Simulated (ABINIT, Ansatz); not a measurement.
# A GW chain in ABINIT: MgO2 (R-3m)

Aim: the G0W0 gap of MgO2 (R-3m) on LDA, step by step.

Main program and level: ABINIT 10.8.3; LDA and many-body steps on it, plane waves.

### Step 1. The structure

It takes space group R-3m (No. 166, trigonal). Conventional cell: a = 3.210 Å, b = 3.210 Å, c = 10.482 Å, α = 90.00°, β = 90.00°, γ = 120.00°. Nearest to Mg lie 6 O at 2.11 Å. Nearest to O lie 1 O at 1.49 Å and 3 Mg at 2.11 Å. Farther neighbours and most contacts between anions are not listed.

The cell and positions are those that the Materials Project relaxed with its own functionals (PBE, PBE+U or r2SCAN), kept fixed.

### Step 2. Ground state

This step: ABINIT 10.8.3; DFT, LDA, plane waves, norm-conserving pseudopotentials.

The ground-state density comes first.

File run.abi:

```
acell 3*1.0 Angstrom
rprim 
  1.604761016024 0.926509204586 3.493978874900
  -1.604761016024 0.926509204586 3.493978874900
  0.000000000000 -1.853018409173 3.493978874900
ntypat 2
znucl 12 8
natom 3
typat 1 2 2
xred 
  0.000000000000 0.000000000000 0.000000000000
  0.428786000000 0.428786000000 0.428786000000
  0.571214000000 0.571214000000 0.571214000000
pp_dirpath "pseudos"
pseudos "Mg.upf, O.upf"
ecut 38
ngkpt 8 8 8
nshiftk 1
shiftk 0 0 0
kptopt 1
chksymbreak 0
nband 16
occopt 1
tolvrs 1e-10
nstep 60
prtwf 0
optforces 0
optstress 0
indata_prefix "in"
outdata_prefix "out"
tmpdata_prefix "tmp"
```

Started as:

```sh
$ OMP_NUM_THREADS=1 mpirun -n 4 abinit run.abi > log
```

Numbers of over 12 decimals in the logs are rounded to 6 here.

What it wrote:

```text
.Version 10.8.3 of ABINIT. v10.8.2 released Aug 2026.

 Symmetries : space group R-3 m (#166); Bravais hR (rhombohedral)
================================================================================
 Values of the parameters that define the memory need of the present run
     intxc =       0    ionmov =       0      iscf =       7    lmnmax =       5
     lnmax =       5     mgfft =      45  mpssoang =       3    mqgrid =    3001
     natom =       3  nloc_mem =       1    nspden =       1   nspinor =       1
    nsppol =       1      nsym =      12    n1xccc =    2501    ntypat =       2
    occopt =       1   xclevel =       1
-    mband =          16        mffmem =           1         mkmem =          17
       mpw =        2382          nfft =       91125          nkpt =          65
================================================================================
  Rough estimation (10% accuracy) of disk space for files :
================================================================================

--------------------------------------------------------------------------------
------------- Echo of variables that govern the present computation ------------
--------------------------------------------------------------------------------
 -outvars: echo values of preprocessed input variables --------
            acell      1.8897261259E+00  1.8897261259E+00  1.8897261259E+00 Bohr

      chksymbreak           0
             ecut      3.80000000E+01 Hartree
-          fftalg         312

              ixc       -1012
              kpt      0.00000000E+00  0.00000000E+00  0.00000000E+00
                       1.25000000E-01  0.00000000E+00  0.00000000E+00
                       2.50000000E-01  0.00000000E+00  0.00000000E+00
                       3.75000000E-01  0.00000000E+00  0.00000000E+00
                       5.00000000E-01  0.00000000E+00  0.00000000E+00
                       1.25000000E-01  1.25000000E-01  0.00000000E+00
                       2.50000000E-01  1.25000000E-01  0.00000000E+00
                       3.75000000E-01  1.25000000E-01  0.00000000E+00
                       5.00000000E-01  1.25000000E-01  0.00000000E+00
   [... 39 further rows ...]
                       5.00000000E-01  2.50000000E-01  2.50000000E-01
                      -3.75000000E-01  2.50000000E-01  2.50000000E-01
                       outvar_i_n : Printing only first  50 k-points.
         kptrlatt        8    0    0      0    8    0      0    0    8
          kptrlen      4.85209411E+01
P           mkmem          17
            natom           3
            nband          16
            ngfft          45      45      45
             nkpt          65
            nstep          60
             nsym          12
           ntypat           2
              occ      2.000000  2.000000  2.000000  2.000000  2.000000  2.000000
                       2.000000  2.000000  2.000000  2.000000  2.000000  0.000000
                       0.000000  0.000000  0.000000  0.000000
        optforces           0
        optstress           0
            prtwf           0
            rprim      1.6047610160E+00  9.2650920459E-01  3.4939788749E+00
[...]
spgroup         166

           tolvrs      1.00000000E-10

             xred      0.0000000000E+00  0.0000000000E+00  0.0000000000E+00
[...]
znucl       12.00000    8.00000

================================================================================

 chkinp: Checking input parameters for consistency.

================================================================================
== DATASET  1 ==================================================================
-   mpi_nproc: 4, omp_nthreads: 1 (-1 if OMP is not activated)

--- !DatasetInfo
iteration_state: {dtset: 1, }
dimensions: {natom: 3, nkpt: 65, mband: 16, nsppol: 1, nspinor: 1, nspden: 1, mpw: 2382, }
cutoff_energies: {ecut:  38.0, pawecutdg:  -1.0, }
electrons: {nelect:   2.20000000E+01, charge:   0.00000000E+00, occopt:   1.00000000E+00, tsmear:   1.00000000E-02, }

 Real(R)+Recip(G) space primitive vectors, cartesian coordinates (Bohr,Bohr^-1):
 R(1)=  3.0325588  1.7508486  6.6026632  G(1)=  0.1648773  0.0951919  0.0504847
 R(2)= -3.0325588  1.7508486  6.6026632  G(2)= -0.1648773  0.0951919  0.0504847
 R(3)=  0.0000000 -3.5016973  6.6026632  G(3)=  0.0000000 -0.1903839  0.0504847
 Unit cell volume ucvol=  2.1034308E+02 bohr^3
 Angles (23,13,12)=  4.78776427E+01  4.78776427E+01  4.78776427E+01 degrees

 getcut: wavevector=  0.0000  0.0000  0.0000  ngfft=  45  45  45
         ecut(hartree)=     38.000   => boxcut(ratio)=   2.12191

--- Pseudopotential description ------------------------------------------------
- Mg Generated using ONCVPSP code by D. R. Hamann
- 12.00000  10.00000  180309                  znucl, zion, pspdat
12 -1012 1 -1 1510                            pspcod,pspxc,lmax,lloc,mmax
     nproj     2     2     0
  pspatm : epsatm=    9.23542517
         --- l  ekb(1:nproj) -->
[...]
pspatm: atomic psp has been read  and splines computed

- O Generated using ONCVPSP code by D. R. Hamann
-  8.00000   6.00000  201201                  znucl, zion, pspdat
12 -1012 2 -1 926                             pspcod,pspxc,lmax,lloc,mmax
     nproj     2     2     1
  pspatm : epsatm=    6.27558587
         --- l  ekb(1:nproj) -->
[...]
2   -1.033686
 pspatm: atomic psp has been read  and splines computed

   4.79305132E+02                                ecore*ucvol(ha*bohr**3)
--------------------------------------------------------------------------------

_setup2: Arith. and geom. avg. npw (full set) are    2353.236    2353.224

================================================================================

--- !BeginCycle
iteration_state: {dtset: 1, }
solver: {iscf: 7, nstep: 60, nline: 4, wfoptalg: 0, }
tolerances: {tolvrs: 1.00E-10, }

     iter   Etot(hartree)      deltaE(h)  residm     vres2
 ETOT  1  -92.222117384839    -9.222E+01 8.593E-02 3.480E+02
 ETOT  2  -92.283783107031    -6.167E-02 2.855E-02 2.002E+02
 ETOT  3  -92.317270252871    -3.349E-02 2.877E-03 4.824E+00
 ETOT  4  -92.317839424340    -5.692E-04 2.753E-03 1.639E-01
 ETOT  5  -92.317857684701    -1.826E-05 4.834E-04 2.437E-03
 ETOT  6  -92.317857843094    -1.584E-07 4.967E-04 1.595E-04
 ETOT  7  -92.317857853622    -1.053E-08 2.435E-04 2.828E-06
 ETOT  8  -92.317857853805    -1.829E-10 2.530E-04 4.721E-08
 ETOT  9  -92.317857853816    -1.077E-11 2.098E-04 5.003E-10
 ETOT 10  -92.317857853816     4.974E-13 1.894E-04 1.075E-11

 At SCF step   10       vres2   =  1.07E-11 < tolvrs=  1.00E-10 =>converged.

--- !ResultsGS
iteration_state: {dtset: 1, }
comment   : Summary of ground state results
lattice_vectors:
- [  3.0325588,   1.7508486,   6.6026632, ]
- [ -3.0325588,   1.7508486,   6.6026632, ]
- [  0.0000000,  -3.5016973,   6.6026632, ]
lattice_lengths: [   7.47376,    7.47376,    7.47376, ]
lattice_angles: [ 47.878,  47.878,  47.878, ] # degrees, (23, 13, 12)
lattice_volume:   2.1034308E+02
convergence: {deltae:  4.974E-13, res2:  1.075E-11, residm:  1.894E-04, diffor:  0.000E+00, }
etotal    :  -9.23178579E+01
entropy   :   0.00000000E+00
fermie    :   1.16851079E-01
cartesian_stress_tensor: null
pressure_GPa: null
xred      :
- [  0.0000E+00,   0.0000E+00,   0.0000E+00, Mg]
- [  4.2879E-01,   4.2879E-01,   4.2879E-01,  O]
- [  5.7121E-01,   5.7121E-01,   5.7121E-01,  O]
cartesian_forces: null
force_length_stats: {min: null, max: null, mean: null, }

 Integrated electronic density in atomic spheres:
 ------------------------------------------------
 Atom  Sphere_radius  Integrated_density
[...]
2        2.00000          6.27512381
    3        2.00000          6.27512381
================================================================================

 ----iterations are completed or convergence reached----

 Mean square residual over all n,k,spin=   48.935E-08; max=  18.942E-05
 reduced coordinates (array xred) for    3 atoms
       0.000000000000      0.000000000000      0.000000000000
       0.428786000000      0.428786000000      0.428786000000
       0.571214000000      0.571214000000      0.571214000000
 rms dE/dt=  0.0000E+00; max dE/dt=  0.0000E+00; dE/dt below (all hartree)
    1       0.000000000000      0.000000000000      0.000000000000
    2       0.000000000000      0.000000000000      0.000000000000
    3       0.000000000000      0.000000000000      0.000000000000

 cartesian coordinates (angstrom) at end:
    1      0.000000     0.000000     0.000000
    2     -0.000000    -4.3e-13     4.494508
    3     -0.000000    -5.7e-13     5.987429
 length scales=  1.889726125908  1.889726125908  1.889726125908 bohr
              =  1.000000000000  1.000000000000  1.000000000000 angstroms
 prteigrs : about to open file out_EIG
 Fermi (or HOMO) energy (hartree) =   0.11685   Average Vxc (hartree)=  -0.40576
 Eigenvalues (hartree) for nkpt=  65  k points:
 kpt#   1, nband= 16, wtk=  0.00195, kpt=  0.0000  0.0000  0.0000 (reduced coord)
  -2.55598   -1.35956   -1.35854   -1.35854   -0.65640   -0.40422   -0.16901   -0.00504
  -0.00504    0.08739    0.08739    0.27803    0.28643    0.55165    0.61875    0.65385
 prteigrs : prtvol=0 or 1, do not print more k-points.

--- !EnergyTerms
iteration_state     : {dtset: 1, }
comment             : Components of total free energy in Hartree
kinetic             :  5.57990396859235E+01
hartree             :  2.75969483393847E+01
xc                  : -1.59221891449993E+01
Ewald energy        : -5.49527945355433E+01
psp_core            :  2.27868266232706E+00
local_psp           : -8.37284439094025E+01
non_local_psp       : -2.33891009515059E+01
total_energy        : -9.23178578538157E+01
total_energy_eV     : -2.51209688746175E+03
band_energy         : -1.55282156070471E+01

== END DATASET(S) ==============================================================
================================================================================

 -outvars: echo values of variables after computation  --------
           etotal     -9.2317857854E+01
            nband          16
             nkpt          65
          spgroup         166
 [... the other variables as echoed above ...]

 Calculation completed.
```

Run time: 38 s. Hardware: 4 MPI ranks of Intel Xeon Platinum 8223CL at 3.00GHz (Skylake/Cascade Lake), shared host; peak memory 0.4 GiB; 2.5 min of CPU time.

This step gave:

```yaml
total_energy: -2512.0969 eV
gap: 2.137 eV
k_of_the_valence_top: 0.5, 0.5, 0.5
k_of_the_conduction_bottom: 0.5, 0.5, 0.5
least_direct_gap: 2.137 eV
```

The gap is direct, at (0.500, 0.500, 0.500).

(Continued in part 2 of 3.)

[Paths, hosts, dates, memory and timing lines, banners, echoed tables and standing remarks are left out of the program output.]

[Logs are printed without paths, hosts, clocks, repeated set-up lines and the standing remarks that a program may print on its own settings, such as how far it seeks lower states.]

[Runs of the session that timed out or met a known fault of the program may be left out.]

[Hosts, paths, dates, database ids (printed as entryN), source tags and the programs' standing remarks are cut or masked in the printed files.]

[G0W0 gaps are taken among the corrected bands and points alone; a level outside them can change the order at an edge.]

[Where Ansatz stands beside ABINIT at settings called matched, ABINIT's density can come from a denser mesh and the files from another edition; pairs whose starting gaps differed by over 0.03 eV were left out, so agreement reads better than it is.]
